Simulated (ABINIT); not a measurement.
## A GW chain in ABINIT: CdF2 (Fm-3m)

How does a plane-wave GW calculation on CdF2 (Fm-3m) run from the first input to the gap?

Calculated with ABINIT 10.8.3; PBE and many-body steps on it, plane waves.

## Step 1: The starting structure

Symmetry: Fm-3m, No. 225, cubic system. The conventional cell has a = 5.388 Å, b = 5.388 Å, c = 5.388 Å, α = 90.00°, β = 90.00°, γ = 90.00°. Nearest to Cd lie 8 F at 2.33 Å. Nearest to F lie 4 Cd at 2.33 Å. Farther neighbours and most contacts between anions are not listed.

The cell and positions come from the Crystallography Open Database and are kept as given unless a step says otherwise.

## Step 2: Ground state

This step: ABINIT 10.8.3; DFT, PBE, plane waves, norm-conserving pseudopotentials.

The ground-state density comes first.

run.abi

```
acell 3*1.0 Angstrom
rprim 
  0.000000000000 2.694000000000 2.694000000000
  2.694000000000 0.000000000000 2.694000000000
  2.694000000000 2.694000000000 -0.000000000000
ntypat 2
znucl 48 9
natom 3
typat 1 2 2
xred 
  0.000000000000 0.000000000000 0.000000000000
  0.250000000000 0.250000000000 0.250000000000
  0.750000000000 0.750000000000 0.750000000000
pp_dirpath "pseudos"
pseudos "Cd.upf, F.upf"
ecut 47
ngkpt 6 6 6
nshiftk 1
shiftk 0 0 0
kptopt 1
chksymbreak 0
nband 22
occopt 1
tolvrs 1e-10
nstep 60
prtwf 0
optforces 0
optstress 0
indata_prefix "in"
outdata_prefix "out"
tmpdata_prefix "tmp"
```

Launch:

```console
> OMP_NUM_THREADS=1 mpirun -n 8 abinit run.abi > log
```

Numbers of over 12 decimals in the logs are rounded to 6 here.

What it wrote:

```text
.Version 10.8.3 of ABINIT. v10.8.2 released Aug 2026.

 Symmetries : space group Fm -3 m (#225); Bravais cF (face-center cubic)
================================================================================
 Values of the parameters that define the memory need of the present run
     intxc =       0    ionmov =       0      iscf =       7    lmnmax =       6
     lnmax =       6     mgfft =      48  mpssoang =       3    mqgrid =    3001
     natom =       3  nloc_mem =       1    nspden =       1   nspinor =       1
    nsppol =       1      nsym =      48    n1xccc =    2501    ntypat =       2
    occopt =       1   xclevel =       2
-    mband =          22        mffmem =           1         mkmem =           2
       mpw =        4087          nfft =      110592          nkpt =          16
================================================================================
  Rough estimation (10% accuracy) of disk space for files :
================================================================================

--------------------------------------------------------------------------------
------------- Echo of variables that govern the present computation ------------
--------------------------------------------------------------------------------
 -outvars: echo values of preprocessed input variables --------
            acell      1.8897261259E+00  1.8897261259E+00  1.8897261259E+00 Bohr

      chksymbreak           0
             ecut      4.70000000E+01 Hartree
-          fftalg         312

              ixc     -101130
              kpt      0.00000000E+00  0.00000000E+00  0.00000000E+00
                       1.66666667E-01  0.00000000E+00  0.00000000E+00
                       3.33333333E-01  0.00000000E+00  0.00000000E+00
                       5.00000000E-01  0.00000000E+00  0.00000000E+00
                       1.66666667E-01  1.66666667E-01  0.00000000E+00
                       3.33333333E-01  1.66666667E-01  0.00000000E+00
                       5.00000000E-01  1.66666667E-01  0.00000000E+00
                      -3.33333333E-01  1.66666667E-01  0.00000000E+00
                      -1.66666667E-01  1.66666667E-01  0.00000000E+00
   [... 5 further rows ...]
                      -3.33333333E-01  3.33333333E-01  1.66666667E-01
                      -3.33333333E-01  5.00000000E-01  1.66666667E-01
         kptrlatt        6    0    0      0    6    0      0    0    6
          kptrlen      4.31979072E+01
P           mkmem           2
            natom           3
            nband          22
            ngfft          48      48      48
             nkpt          16
            nstep          60
             nsym          48
           ntypat           2
              occ      2.000000  2.000000  2.000000  2.000000  2.000000  2.000000
                       2.000000  2.000000  2.000000  2.000000  2.000000  2.000000
                       2.000000  2.000000  2.000000  2.000000  2.000000  0.000000
                       0.000000  0.000000  0.000000  0.000000
        optforces           0
        optstress           0
            prtwf           0
            rprim      0.0000000000E+00  2.6940000000E+00  2.6940000000E+00
[...]
spgroup         225

           tolvrs      1.00000000E-10

             xred      0.0000000000E+00  0.0000000000E+00  0.0000000000E+00
[...]
znucl       48.00000    9.00000

================================================================================

 chkinp: Checking input parameters for consistency.

================================================================================
== DATASET  1 ==================================================================
-   mpi_nproc: 8, omp_nthreads: 1 (-1 if OMP is not activated)

--- !DatasetInfo
iteration_state: {dtset: 1, }
dimensions: {natom: 3, nkpt: 16, mband: 22, nsppol: 1, nspinor: 1, nspden: 1, mpw: 4087, }
cutoff_energies: {ecut:  47.0, pawecutdg:  -1.0, }
electrons: {nelect:   3.40000000E+01, charge:   0.00000000E+00, occopt:   1.00000000E+00, tsmear:   1.00000000E-02, }

 Real(R)+Recip(G) space primitive vectors, cartesian coordinates (Bohr,Bohr^-1):
 R(1)=  0.0000000  5.0909222  5.0909222  G(1)= -0.0982140  0.0982140  0.0982140
 R(2)=  5.0909222  0.0000000  5.0909222  G(2)=  0.0982140 -0.0982140  0.0982140
 R(3)=  5.0909222  5.0909222  0.0000000  G(3)=  0.0982140  0.0982140 -0.0982140
 Unit cell volume ucvol=  2.6388784E+02 bohr^3
 Angles (23,13,12)=  6.00000000E+01  6.00000000E+01  6.00000000E+01 degrees

 getcut: wavevector=  0.0000  0.0000  0.0000  ngfft=  48  48  48
         ecut(hartree)=     47.000   => boxcut(ratio)=   2.16031

--- Pseudopotential description ------------------------------------------------
- Cd Generated using ONCVPSP code by D. R. Hamann
- 48.00000  20.00000  171031                  znucl, zion, pspdat
12 -101130 2 -1 1368                          pspcod,pspxc,lmax,lloc,mmax
     nproj     2     2     2
  pspatm : epsatm=   23.16453630
         --- l  ekb(1:nproj) -->
[...]
pspatm: atomic psp has been read  and splines computed

- F Generated using ONCVPSP code by D. R. Hamann
-  9.00000   7.00000  171031                  znucl, zion, pspdat
12 -101130 2 -1 832                           pspcod,pspxc,lmax,lloc,mmax
     nproj     2     2     1
  pspatm : epsatm=    4.87625608
         --- l  ekb(1:nproj) -->
[...]
2   -2.441503
 pspatm: atomic psp has been read  and splines computed

   1.11917965E+03                                ecore*ucvol(ha*bohr**3)
--------------------------------------------------------------------------------

_setup2: Arith. and geom. avg. npw (full set) are    4061.921    4061.898

================================================================================

--- !BeginCycle
iteration_state: {dtset: 1, }
solver: {iscf: 7, nstep: 60, nline: 4, wfoptalg: 0, }
tolerances: {tolvrs: 1.00E-10, }

     iter   Etot(hartree)      deltaE(h)  residm     vres2
 ETOT  1  -223.63176735040    -2.236E+02 2.725E+00 1.413E+03
 ETOT  2  -224.50298913281    -8.712E-01 8.319E-02 1.678E+03
 ETOT  3  -224.70679396403    -2.038E-01 3.108E-03 4.979E+01
 ETOT  4  -224.71139101455    -4.597E-03 5.150E-04 1.998E+01
 ETOT  5  -224.71229993558    -9.089E-04 1.976E-04 4.881E+00
 ETOT  6  -224.71308530075    -7.854E-04 9.652E-05 3.119E-02
 ETOT  7  -224.71308873447    -3.434E-06 2.095E-04 9.655E-04
 ETOT  8  -224.71308867842     5.605E-08 9.632E-05 7.982E-04
 ETOT  9  -224.71308878467    -1.062E-07 1.016E-04 4.573E-07
 ETOT 10  -224.71308878472    -5.573E-11 9.904E-05 1.592E-08
 ETOT 11  -224.71308878473    -4.860E-12 2.072E-04 9.240E-11

 At SCF step   11       vres2   =  9.24E-11 < tolvrs=  1.00E-10 =>converged.

--- !ResultsGS
iteration_state: {dtset: 1, }
comment   : Summary of ground state results
lattice_vectors:
- [  0.0000000,   5.0909222,   5.0909222, ]
- [  5.0909222,   0.0000000,   5.0909222, ]
- [  5.0909222,   5.0909222,  -0.0000000, ]
lattice_lengths: [   7.19965,    7.19965,    7.19965, ]
lattice_angles: [ 60.000,  60.000,  60.000, ] # degrees, (23, 13, 12)
lattice_volume:   2.6388784E+02
convergence: {deltae: -4.860E-12, res2:  9.240E-11, residm:  2.072E-04, diffor:  0.000E+00, }
etotal    :  -2.24713089E+02
entropy   :   0.00000000E+00
fermie    :   1.14494563E-01
cartesian_stress_tensor: null
pressure_GPa: null
xred      :
- [  0.0000E+00,   0.0000E+00,   0.0000E+00, Cd]
- [  2.5000E-01,   2.5000E-01,   2.5000E-01,  F]
- [  7.5000E-01,   7.5000E-01,   7.5000E-01,  F]
cartesian_forces: null
force_length_stats: {min: null, max: null, mean: null, }

 Integrated electronic density in atomic spheres:
 ------------------------------------------------
 Atom  Sphere_radius  Integrated_density
[...]
2        2.00000          7.04110802
    3        2.00000          7.04110802
================================================================================

 ----iterations are completed or convergence reached----

 Mean square residual over all n,k,spin=   79.257E-08; max=  20.720E-05
 reduced coordinates (array xred) for    3 atoms
       0.000000000000      0.000000000000      0.000000000000
       0.250000000000      0.250000000000      0.250000000000
       0.750000000000      0.750000000000      0.750000000000
 rms dE/dt=  0.0000E+00; max dE/dt=  0.0000E+00; dE/dt below (all hartree)
    1       0.000000000000      0.000000000000      0.000000000000
    2       0.000000000000      0.000000000000      0.000000000000
    3       0.000000000000      0.000000000000      0.000000000000

 cartesian coordinates (angstrom) at end:
    1      0.000000     0.000000     0.000000
    2      1.347000     1.347000     1.347000
    3      4.041000     4.041000     4.041000
 length scales=  1.889726125908  1.889726125908  1.889726125908 bohr
              =  1.000000000000  1.000000000000  1.000000000000 angstroms
 prteigrs : about to open file out_EIG
 Fermi (or HOMO) energy (hartree) =   0.11449   Average Vxc (hartree)=  -0.39118
 Eigenvalues (hartree) for nkpt=  16  k points:
 kpt#   1, nband= 22, wtk=  0.00463, kpt=  0.0000  0.0000  0.0000 (reduced coord)
  -3.50241   -2.07272   -2.07272   -2.07272   -0.64666   -0.60621   -0.09030   -0.09030
  -0.09030   -0.04620   -0.04620    0.07948    0.07948    0.07948    0.09700    0.09700
   0.09700    0.23002    0.58342    0.58342    0.58342    0.76535
 prteigrs : prtvol=0 or 1, do not print more k-points.

--- !EnergyTerms
iteration_state     : {dtset: 1, }
comment             : Components of total free energy in Hartree
kinetic             :  9.42038521653586E+01
hartree             :  6.59542414521197E+01
xc                  : -3.53695288897974E+01
Ewald energy        : -1.39421659606732E+02
psp_core            :  4.24111874353286E+00
local_psp           : -2.13304577453749E+02
non_local_psp       : -1.01653519545934E+00
total_energy        : -2.24713088784726E+02
total_energy_eV     : -6.11475465344860E+03
band_energy         : -2.17913730643254E+01

== END DATASET(S) ==============================================================
================================================================================

 -outvars: echo values of variables after computation  --------
           etotal     -2.2471308878E+02
            nband          22
             nkpt          16
          spgroup         225
 [... the other variables as echoed above ...]

 Calculation completed.
```

Wall time 6.5 s (8 MPI ranks of AMD EPYC 9R45, shared host); peak memory 0.73 GiB; 50 s of CPU time.

Numbers from this step:

| Item | Value |
| --- | --- |
| total energy | -6114.7547 eV |
| gap | 3.144 eV |
| k of the valence top | -0.3333, 0.5, 0.1667 |
| k of the conduction bottom | 0, 0, 0 |
| least direct gap | 3.620 eV |

The gap is indirect, with the least direct gap 0.48 eV higher.

(Continued in part 2 of 3.)

[Paths, hosts, dates, memory and timing lines, banners, echoed tables and standing remarks are left out of the program output.]

[Logs are printed without paths, hosts, clocks, repeated set-up lines and the standing remarks that a program may print on its own settings, such as how far it seeks lower states.]

[Runs of the session that timed out or met a known fault of the program may be left out.]

[Hosts, paths, dates, database ids (printed as entryN), source tags and the programs' standing remarks are cut or masked in the printed files.]

[G0W0 gaps are taken among the corrected bands and points alone; a level outside them can change the order at an edge.]

[Where Ansatz stands beside ABINIT at settings called matched, ABINIT's density can come from a denser mesh and the files from another edition; pairs whose starting gaps differed by over 0.03 eV were left out, so agreement reads better than it is.]
